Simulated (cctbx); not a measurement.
**Symmetry from intensities**

Cell: a = 6.3890 Å, b = 6.6280 Å, c = 10.8080 Å, α = 90.00°, β = 125.20°, γ = 90.00°. Expected content of the cell: Pt2 Eu4 Zn2 S8 O4.

Simulated single-crystal data (cctbx): synchrotron X-rays, λ = 0.7749 Å, to d = 0.77 Å, 80 % of the full sphere, strongest reflection 5000 counts, noise from counting, a 6 % proportional error and a noise floor of 4 counts (s.d.); no absorption.

A first pass over the reflections prints:

```text
2724 reflections to d = 0.770 A
centring   violations  <I/sigma> of those
    A        807 of  1355      5.8
    B       1072 of  1370      7.7
    C        821 of  1387      5.2
    I        919 of  1366      6.9
    R       1251 of  1818      7.1
    F       1350 of  2056      6.2
Laue class    unique    Rint  (classes that these axes allow; Friedel mates merged)
P -1             1645   0.050
P 1 2/m 1         935   0.058
space group    extra absences  I>4sigma  <I/sigma>
P 1 2 1                 0          0         -  acentric
P 1 21 1                7          0       0.8  acentric
P 1 m 1                 0          0         -  acentric
P 1 c 1               125          0      -0.1  acentric
P 1 2/m 1               0          0         -  centric
P 1 21/m 1              7          0       0.8  centric
P 1 2/c 1             125          0      -0.1  centric
P 1 21/c 1            132          0      -0.1  centric
Wilson B = 0.94 A^2   <|E^2-1|> = 0.945 (0.968 centric, 0.736 acentric)   E^2>4: 5.3 %
shell (A)         n   <I/sigma>
 8.83 - 1.54    124     11.6
 1.54 - 1.22    120     11.2
 1.22 - 1.07    118     12.8
 1.07 - 0.97    116     10.9
 0.97 - 0.90    109     10.9
 0.90 - 0.85    112     10.7
 0.85 - 0.81    113      9.0
 0.81 - 0.77    123      8.5
```

Q: Read the symmetry from these tables.

Every centring test has many violations, so the lattice is primitive.

Rint stays low (0.050 to 0.058) up to P 1 2/m 1, the highest class in these axes.

8 settings pass the absence test. The most absences obeyed, 132, belong to P 1 21/c 1 alone.

⟨|E²−1|⟩ = 0.945 leans to a centrosymmetric structure. The Wilson B of 0.94 Å² means U ≈ 0.0119 Å².

The true group is P2_1/c (no. 14), Laue class 2/m, centrosymmetric. The tables fix it.

The model was made for the exercise: a known structure type with other elements put in, its volume estimated, not relaxed; displacement parameters are assumed.

[Logs are printed without paths, hosts, clocks, repeated set-up lines and the standing remarks that a program may print on its own settings, such as how far it seeks lower states.]
